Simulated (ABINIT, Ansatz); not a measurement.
## BaTiO3 (P4mm): G0W0 on several meshes in ABINIT

Aim: the GW shift of BaTiO3 (P4mm) against the k mesh.

Method: PBE and many-body steps on it, plane waves, in ABINIT 10.8.3.

### 1. Set-up

The structure is tetragonal, space group P4mm (No. 99). Conventional cell: a = 3.990 Å, b = 3.990 Å, c = 4.023 Å, α = 90.00°, β = 90.00°, γ = 90.00°. Nearest to Ba lie 12 O at 2.80 to 2.87 Å. Nearest to Ti lie 6 O at 1.84 to 2.18 Å. Nearest to O lie 2 Ti at 1.84 to 2.18 Å and 4 Ba at 2.82 Å. Nearest to O lie 2 Ti at 2.00 Å and 4 Ba at 2.80 to 2.87 Å. Farther neighbours and most contacts between anions are not listed.

The cell and positions come from the Crystallography Open Database and are kept as given unless a step says otherwise. Spin-orbit coupling is left out unless a step names it.

### 2. Empty states on the mesh, 4×4×4 mesh, 322 bands

This step: ABINIT 10.8.3; DFT, PBE, plane waves, norm-conserving pseudopotentials.

The sums over transitions need many empty states on a uniform mesh; this step solves for them.

File run.abi:

```
acell 3*1.0 Angstrom
rprim 
  3.990480000000 0.000000000000 0.000000000000
  0.000000000000 3.990480000000 0.000000000000
  0.000000000000 0.000000000000 4.023030000000
ntypat 3
znucl 56 22 8
natom 5
typat 1 2 3 3 3
xred 
  0.000000000000 0.000000000000 0.000000000000
  0.500000000000 0.500000000000 0.522000000000
  0.500000000000 0.500000000000 0.979000000000
  0.500000000000 0.000000000000 0.488000000000
  0.000000000000 0.500000000000 0.488000000000
pp_dirpath "pseudos"
pseudos "Ba.upf, Ti.upf, O.upf"
ecut 38
ngkpt 4 4 4
nshiftk 1
shiftk 0 0 0
kptopt 1
chksymbreak 0
irdden 1
istwfk *1
nband 322
prtvol 0
optdriver 6
gwr_task "HDIAGO"
paral_kgb 0
occopt 1
indata_prefix "in"
outdata_prefix "out"
tmpdata_prefix "tmp"
```

Launch:

```sh
OMP_NUM_THREADS=1 mpirun -n 4 abinit run.abi > log
```

What it wrote:

```text
.Version 10.8.3 of ABINIT. v10.8.2 released Aug 2026.

 Symmetries : space group P4 m m (# 99); Bravais tP (primitive tetrag.)
[... echo of the input left out ...]
== DATASET  1 ==================================================================
-   mpi_nproc: 4, omp_nthreads: 1 (-1 if OMP is not activated)

--- !DatasetInfo
iteration_state: {dtset: 1, }
dimensions: {natom: 5, nkpt: 18, mband: 322, nsppol: 1, nspinor: 1, nspden: 1, mpw: 4868, }
cutoff_energies: {ecut:  38.0, pawecutdg:  -1.0, }
[...]
Indirect band gap semiconductor
 Fundamental gap:     1.851 (eV)
   VBM:     6.718 (eV) at k: [ 5.0000E-01,  5.0000E-01,  5.0000E-01]
   CBM:     8.569 (eV) at k: [ 0.0000E+00,  0.0000E+00,  0.0000E+00]
 Direct gap:         2.222 (eV) at k: [ 0.0000E+00,  0.0000E+00,  0.0000E+00]

== END DATASET(S) ==============================================================
================================================================================

 -outvars: echo values of variables after computation  --------
           etotal      0.0000000000E+00
            nband         322
             nkpt          18
          spgroup          99
 [... the other variables as echoed above ...]

 Calculation completed.
```

The job ended after 6.7 min (4 MPI ranks of Arm Neoverse V1, shared host; peak memory 5.3 GiB; 27 min of CPU time).

This step gave:

```yaml
gap: 1.851 eV
k_of_the_valence_top: 0.5, 0.5, 0.5
k_of_the_conduction_bottom: 0, 0, 0
least_direct_gap: 2.222 eV
k_points_computed: 18
lowest_point_of_the_top_converged_band_above_the_valence_top: 145.1917 eV
```

On this mesh the gap is 1.851 eV.

The density comes from a self-consistent run that is not shown.

### 3. Screening, 4×4×4 mesh, 140 bands, screening to 141.5 eV

The RPA dielectric matrix is built and inverted for each q.

This step: RPA screening on PBE, plane waves, norm-conserving pseudopotentials.

Edit run.abi of step 2 so:

```diff
@@ -23,10 +23,11 @@
 chksymbreak 0
-irdden 1
 istwfk *1
-nband 322
-prtvol 0
-optdriver 6
-gwr_task "HDIAGO"
-paral_kgb 0
 occopt 1
+irdwfk 1
+optdriver 3
+nband 140
+ecuteps 5.2
+inclvkb 2
+awtr 1
+symchi 1
 indata_prefix "in"
```

What it wrote:

```text
.Version 10.8.3 of ABINIT. v10.8.2 released Aug 2026.

 Symmetries : space group P4 m m (# 99); Bravais tP (primitive tetrag.)
[... echo of the input left out ...]
== DATASET  1 ==================================================================
-   mpi_nproc: 4, omp_nthreads: 1 (-1 if OMP is not activated)

--- !DatasetInfo
iteration_state: {dtset: 1, }
dimensions: {natom: 5, nkpt: 18, mband: 140, nsppol: 1, nspinor: 1, nspden: 1, mpw: 4868, }
cutoff_energies: {ecut:  38.0, pawecutdg:  -1.0, }
electrons: {nelect:   4.00000000E+01, charge:   0.00000000E+00, occopt:   1.00000000E+00, tsmear:   1.00000000E-02, }

 SCREENING: Calculation of the susceptibility and dielectric matrices

 Based on a program developped by R.W. Godby, V. Olevano, G. Onida, and L. Reining.
 Incorporated in ABINIT by V. Olevano, G.-M. Rignanese, and M. Torrent.
.Using double precision arithmetic ; gwpc =  8

[... cell and pseudopotentials left out ...]
--------------------------------------------------------------------------------

 ==== K-mesh for the wavefunctions ====
 Number of points in the irreducible wedge :    18
[... list of points left out ...]
 Together with  8 symmetry operations and time-reversal symmetry
 yields    64 points in the full Brillouin Zone.

 ==== Q-mesh for the screening function ====
 Number of points in the irreducible wedge :    18
[... list of points left out ...]
 Together with  8 symmetry operations and time-reversal symmetry
 yields    64 points in the full Brillouin Zone.

 setmesh: FFT mesh size selected  =    30x   30x   30
          total number of points  =        27000

 vcoul_init : cutoff-mode = AUXILIARY_FUNCTION
 q-points for optical limit:   1
     1)      0.000010    0.000020    0.000030

- screening: taking advantage of time-reversal symmetry
- Maximum band index for partially occupied states nbvw = 20
- Remaining bands to be divided among processors   nbcw = 120
- Number of bands treated by each node ~30

 Number of electrons calculated from density =   40.0000; Expected =   40.0000
 average of density, n =  0.092525
 r_s =    1.3716
 omega_plasma =   29.3417 [eV]

 calculating chi0 at frequencies [eV] :
  1    0.000000E+00    0.000000E+00
  2    0.000000E+00    2.934172E+01

--------------------------------------------------------------------------------
  q-point number  1        q = ( 0.000000, 0.000000, 0.000000) [r.l.u.]
--------------------------------------------------------------------------------
[... chi0 elements left out ...]
 For q-point:  0.000010 0.000020 0.000030
  dielectric constant =   5.8014
  dielectric constant without local fields =   6.4321

  Average fulfillment of the sum rule on Im[epsilon] for q-point    1 :     68.46  [%]
[... wings left out ...]
  q-point number  2        q = ( 0.250000, 0.000000, 0.000000) [r.l.u.]
--------------------------------------------------------------------------------
[... chi0 elements left out ...]
  Average fulfillment of the sum rule on Im[epsilon] for q-point    2 :     79.20  [%]

 [... 16 further q-points ...]
```

Run time: 3.8 min. Hardware: 4 MPI ranks; peak memory 2.1 GiB; 15 min of CPU time.

This step gave:

```yaml
eps_infinity_with_local_fields_on_this_mesh_along_the_program_s_q_direction: 5.801
the_same_without_local_fields: 6.432
plasma_frequency: 29.34 eV
plane_waves_in_the_screening_matrix: 251
```

Local fields lower ε∞ by 10 %. On a Γ-centred mesh this coarse the value itself is usually too large, while a short band sum pulls it down.

### 4. 4×4×4

The self-energy is evaluated for the states that the input lists, and the levels follow from it, in one-shot runs by the linearised quasiparticle equation.

This step: G0W0 on PBE, plane waves, norm-conserving pseudopotentials.

Edit run.abi of step 3 so:

```diff
@@ -26,8 +26,17 @@
 irdwfk 1
-optdriver 3
+optdriver 4
 nband 140
+gwcalctyp 0
+ecutsigx 38
+symsigma 1
+nkptgw 2
+kptgw 
+  0.5000000000 0.5000000000 0.5000000000
+  0.0000000000 0.0000000000 0.0000000000
+bdgw 
+  18 23
+  19 23
 ecuteps 5.2
-inclvkb 2
-awtr 1
-symchi 1
+irdscr 1
+ppmodel 1
 indata_prefix "in"
```

What it wrote:

```text
.Version 10.8.3 of ABINIT. v10.8.2 released Aug 2026.

 Symmetries : space group P4 m m (# 99); Bravais tP (primitive tetrag.)
[... echo of the input left out ...]
== DATASET  1 ==================================================================
-   mpi_nproc: 4, omp_nthreads: 1 (-1 if OMP is not activated)

--- !DatasetInfo
iteration_state: {dtset: 1, }
dimensions: {natom: 5, nkpt: 18, mband: 140, nsppol: 1, nspinor: 1, nspden: 1, mpw: 4868, }
cutoff_energies: {ecut:  38.0, pawecutdg:  -1.0, }
electrons: {nelect:   4.00000000E+01, charge:   0.00000000E+00, occopt:   1.00000000E+00, tsmear:   1.00000000E-02, }

 SIGMA: Calculation of the GW corrections

 Based on a program developped by R.W. Godby, V. Olevano, G. Onida, and L. Reining.
 Incorporated in ABINIT by V. Olevano, G.-M. Rignanese, and M. Torrent.
.Using double precision arithmetic ; gwpc =  8

[... cell and pseudopotentials left out ...]
--------------------------------------------------------------------------------

 ==== K-mesh for the wavefunctions ====
 Number of points in the irreducible wedge :    18
[... list of points left out ...]
 Together with  8 symmetry operations and time-reversal symmetry
 yields    64 points in the full Brillouin Zone.

 ==== Q-mesh for screening function ====
 Number of points in the irreducible wedge :    18
[... list of points left out ...]
 Together with  8 symmetry operations and time-reversal symmetry
 yields    64 points in the full Brillouin Zone.

 vcoul_init : cutoff-mode = AUXILIARY_FUNCTION
 q-points for optical limit:   1
     1)      0.000010    0.000020    0.000030
 setmesh: FFT mesh size selected  =    45x   45x   45
          total number of points  =        91125

 Number of electrons calculated from density =   40.0000; Expected =   40.0000
 average of density, n =  0.092525
 r_s =    1.3716
 omega_plasma =   29.3417 [eV]

 === KS Band Gaps ===
  >>>> For spin  1
   Minimum direct gap =   2.2217 [eV], located at k-point      :   0.0000  0.0000  0.0000
   Fundamental gap    =   1.8512 [eV], Top of valence bands at :   0.5000  0.5000  0.5000
                                       Bottom of conduction at :   0.0000  0.0000  0.0000
 SIGMA fundamental parameters:
 PLASMON POLE MODEL  1
 number of plane-waves for SigmaX                 4865
 number of plane-waves for SigmaC and W            251
 number of plane-waves for wavefunctions          4865
 number of bands                                   140
 number of independent spin polarizations            1
 number of spinorial components                      1
 number of k-points in IBZ                          18
 number of q-points in IBZ                          18
 number of symmetry operations                       8
 number of k-points in BZ                           64
 number of q-points in BZ                           64
 number of frequencies for dSigma/dE                 9
 frequency step for dSigma/dE [eV]                0.25
 number of omega for Sigma on real axis              0
 max omega for Sigma on real axis  [eV]           0.00
 zcut for avoiding poles [eV]                     0.10

 EPSILON^-1 parameters (SCR file):
 dimension of the eps^-1 matrix on file            251
 dimension of the eps^-1 matrix used               251
 number of plane-waves for wavefunctions          4865
 number of bands                                   140
 number of q-points in IBZ                          18
 number of frequencies                               2
 number of real frequencies                          1
 number of imag frequencies                          1

 matrix elements of self-energy operator (all in [eV])

 Perturbative Calculation

--- !SelfEnergy_ee
iteration_state: {dtset: 1, }
kpoint     : [   0.500,    0.500,    0.500, ]
spin       : 1
KS_gap     :    4.248
QP_gap     :    6.080
Delta_QP_KS:    1.832
data: !SigmaeeData |
     Band     E0 <VxcDFT>   SigX SigC(E0)      Z dSigC/dE  Sig(E)    E-E0       E
       18   6.542 -19.963 -24.993   4.955   0.766  -0.306 -20.021  -0.057   6.484
       19   6.542 -19.963 -24.993   4.955   0.766  -0.306 -20.021  -0.057   6.484
       20   6.718 -20.008 -25.051   5.008   0.764  -0.309 -20.034  -0.027   6.691
       21  10.965 -21.853 -13.090  -6.336   0.744  -0.344 -20.048   1.805  12.771
       22  10.977 -21.854 -13.211  -6.171   0.743  -0.345 -20.017   1.837  12.815
       23  10.977 -21.854 -13.211  -6.171   0.743  -0.345 -20.017   1.837  12.815

--- !SelfEnergy_ee
iteration_state: {dtset: 1, }
kpoint     : [   0.000,    0.000,    0.000, ]
spin       : 1
KS_gap     :    2.222
QP_gap     :    3.741
Delta_QP_KS:    1.519
data: !SigmaeeData |
     Band     E0 <VxcDFT>   SigX SigC(E0)      Z dSigC/dE  Sig(E)    E-E0       E
       19   6.347 -20.006 -24.534   4.475   0.771  -0.298 -20.047  -0.042   6.306
       20   6.347 -20.006 -24.534   4.475   0.771  -0.298 -20.047  -0.042   6.306
       21   8.569 -18.775 -11.365  -5.517   0.781  -0.281 -17.297   1.477  10.046
       22   8.936 -19.060 -12.059  -5.074   0.779  -0.284 -17.559   1.502  10.438
       23   8.936 -19.060 -12.059  -5.074   0.779  -0.284 -17.559   1.502  10.438

== END DATASET(S) ==============================================================
================================================================================

 -outvars: echo values of variables after computation  --------
           etotal      0.0000000000E+00
            nband         140
             nkpt          18
          spgroup          99
 [... the other variables as echoed above ...]

 Calculation completed.
```

The job ended after 27 s (4 MPI ranks; peak memory 1.8 GiB; 1.8 min of CPU time).

This step gave:

- G0W0 gap on the points computed: 3.355 eV
- starting gap on the mesh: 1.851 eV
- k of the valence top: 0.5, 0.5, 0.5
- k of the conduction bottom: 0, 0, 0
- Z at the valence top: 0.764
- Z at the conduction bottom: 0.781
- least direct G0W0 gap on the computed points: 3.740 eV

The gap on the mesh goes from 1.85 eV to 3.35 eV, a correction of +1.50 eV.

### 5. Empty states on the mesh, 2×2×2 mesh, 148 bands

This step: DFT, PBE, plane waves, norm-conserving pseudopotentials.

Edit run.abi of step 4 so:

```diff
@@ -18,3 +18,3 @@
 ecut 38
-ngkpt 4 4 4
+ngkpt 2 2 2
 nshiftk 1
@@ -23,20 +23,10 @@
 chksymbreak 0
+irdden 1
 istwfk *1
+nband 148
+prtvol 0
+optdriver 6
+gwr_task "HDIAGO"
+paral_kgb 0
 occopt 1
-irdwfk 1
-optdriver 4
-nband 140
-gwcalctyp 0
-ecutsigx 38
-symsigma 1
-nkptgw 2
-kptgw 
-  0.5000000000 0.5000000000 0.5000000000
-  0.0000000000 0.0000000000 0.0000000000
-bdgw 
-  18 23
-  19 23
-ecuteps 5.2
-irdscr 1
-ppmodel 1
 indata_prefix "in"
```

What it wrote:

```text
[banner, memory and clock lines left out]
.Version 10.8.3 of ABINIT. v10.8.2 released Aug 2026.

 Symmetries : space group P4 m m (# 99); Bravais tP (primitive tetrag.)
[... echo of the input left out ...]
== DATASET  1 ==================================================================
-   mpi_nproc: 4, omp_nthreads: 1 (-1 if OMP is not activated)

--- !DatasetInfo
iteration_state: {dtset: 1, }
dimensions: {natom: 5, nkpt: 6, mband: 148, nsppol: 1, nspinor: 1, nspden: 1, mpw: 4868, }
cutoff_energies: {ecut:  38.0, pawecutdg:  -1.0, }
[...]
Integrated=    4.0000E+01

 === KS gaps after direct diagonalization ===
 Indirect band gap semiconductor
 Fundamental gap:     1.851 (eV)
   VBM:     6.718 (eV) at k: [ 5.0000E-01,  5.0000E-01,  5.0000E-01]
   CBM:     8.569 (eV) at k: [ 0.0000E+00,  0.0000E+00,  0.0000E+00]
 Direct gap:         2.222 (eV) at k: [ 0.0000E+00,  0.0000E+00,  0.0000E+00]

== END DATASET(S) ==============================================================

 -outvars: echo values of variables after computation  --------
           etotal      0.0000000000E+00
            nband         148
             nkpt           6
          spgroup          99
 [... the other variables as echoed above ...]

 Calculation completed.
```

Wall time 2.5 min (4 MPI ranks); peak memory 5.2 GiB.

This step gave:

* gap: 1.851 eV
* k of the valence top: 0.5, 0.5, 0.5
* k of the conduction bottom: 0, 0, 0
* least direct gap: 2.222 eV
* k points computed: 6
* lowest point of the top converged band, above the valence top: 74.5472 eV

On this mesh the gap is 1.851 eV.

### 6. Screening, 2×2×2 mesh, 140 bands, screening to 141.5 eV

This step: RPA screening on PBE, plane waves, norm-conserving pseudopotentials.

Edit run.abi of step 5 so:

```diff
@@ -23,10 +23,11 @@
 chksymbreak 0
-irdden 1
 istwfk *1
-nband 148
-prtvol 0
-optdriver 6
-gwr_task "HDIAGO"
-paral_kgb 0
 occopt 1
+irdwfk 1
+optdriver 3
+nband 140
+ecuteps 5.2
+inclvkb 2
+awtr 1
+symchi 1
 indata_prefix "in"
```

What it wrote:

```text
.Version 10.8.3 of ABINIT. v10.8.2 released Aug 2026.

 Symmetries : space group P4 m m (# 99); Bravais tP (primitive tetrag.)
[... echo of the input left out ...]
== DATASET  1 ==================================================================
-   mpi_nproc: 4, omp_nthreads: 1 (-1 if OMP is not activated)

--- !DatasetInfo
iteration_state: {dtset: 1, }
dimensions: {natom: 5, nkpt: 6, mband: 140, nsppol: 1, nspinor: 1, nspden: 1, mpw: 4868, }
cutoff_energies: {ecut:  38.0, pawecutdg:  -1.0, }
electrons: {nelect:   4.00000000E+01, charge:   0.00000000E+00, occopt:   1.00000000E+00, tsmear:   1.00000000E-02, }

 SCREENING: Calculation of the susceptibility and dielectric matrices

 Based on a program developped by R.W. Godby, V. Olevano, G. Onida, and L. Reining.
 Incorporated in ABINIT by V. Olevano, G.-M. Rignanese, and M. Torrent.
.Using double precision arithmetic ; gwpc =  8

[... cell and pseudopotentials left out ...]
--------------------------------------------------------------------------------

 ==== K-mesh for the wavefunctions ====
 Number of points in the irreducible wedge :     6
[... list of points left out ...]
 Together with  8 symmetry operations and time-reversal symmetry
 yields     8 points in the full Brillouin Zone.

 ==== Q-mesh for the screening function ====
 Number of points in the irreducible wedge :     6
[... list of points left out ...]
 Together with  8 symmetry operations and time-reversal symmetry
 yields     8 points in the full Brillouin Zone.

 setmesh: FFT mesh size selected  =    30x   30x   30
          total number of points  =        27000

 vcoul_init : cutoff-mode = AUXILIARY_FUNCTION
 q-points for optical limit:   1
     1)      0.000010    0.000020    0.000030

- screening: taking advantage of time-reversal symmetry
- Maximum band index for partially occupied states nbvw = 20
- Remaining bands to be divided among processors   nbcw = 120
- Number of bands treated by each node ~30

 Number of electrons calculated from density =   40.0000; Expected =   40.0000
 average of density, n =  0.092525
 r_s =    1.3716
 omega_plasma =   29.3417 [eV]

 calculating chi0 at frequencies [eV] :
  1    0.000000E+00    0.000000E+00
  2    0.000000E+00    2.934172E+01

--------------------------------------------------------------------------------
  q-point number  1        q = ( 0.000000, 0.000000, 0.000000) [r.l.u.]
--------------------------------------------------------------------------------
[... chi0 elements left out ...]
 For q-point:  0.000010 0.000020 0.000030
  dielectric constant =   7.5539
  dielectric constant without local fields =   8.4779

  Average fulfillment of the sum rule on Im[epsilon] for q-point    1 :     68.38  [%]
[... wings left out ...]
  q-point number  2        q = ( 0.500000, 0.000000, 0.000000) [r.l.u.]
--------------------------------------------------------------------------------
[... chi0 elements left out ...]
  Average fulfillment of the sum rule on Im[epsilon] for q-point    2 :     74.80  [%]

 [... 4 further q-points ...]
```

Elapsed: 24 s, on 4 MPI ranks; peak memory 0.94 GiB.

Numbers from this step:

```yaml
eps_infinity_with_local_fields_on_this_mesh_along_the_program_s_q_direction: 7.554
the_same_without_local_fields: 8.478
plasma_frequency: 29.34 eV
plane_waves_in_the_screening_matrix: 251
```

[end of part 1 of 2]

[Paths, hosts, dates, memory and timing lines, banners, echoed tables and standing remarks are left out of the program output.]

[Logs are printed without paths, hosts, clocks, repeated set-up lines and the standing remarks that a program may print on its own settings, such as how far it seeks lower states.]

[Runs of the session that timed out or met a known fault of the program may be left out.]

[No measured gap is set beside runs whose start may be inverted or whose files or cutoffs have a known fault.]

[Hosts, paths, dates, database ids (printed as entryN), source tags and the programs' standing remarks are cut or masked in the printed files.]

[G0W0 gaps are taken among the corrected bands and points alone; a level outside them can change the order at an edge.]

[Where Ansatz stands beside ABINIT at settings called matched, ABINIT's density can come from a denser mesh and the files from another edition; pairs whose starting gaps differed by over 0.03 eV were left out, so agreement reads better than it is.]
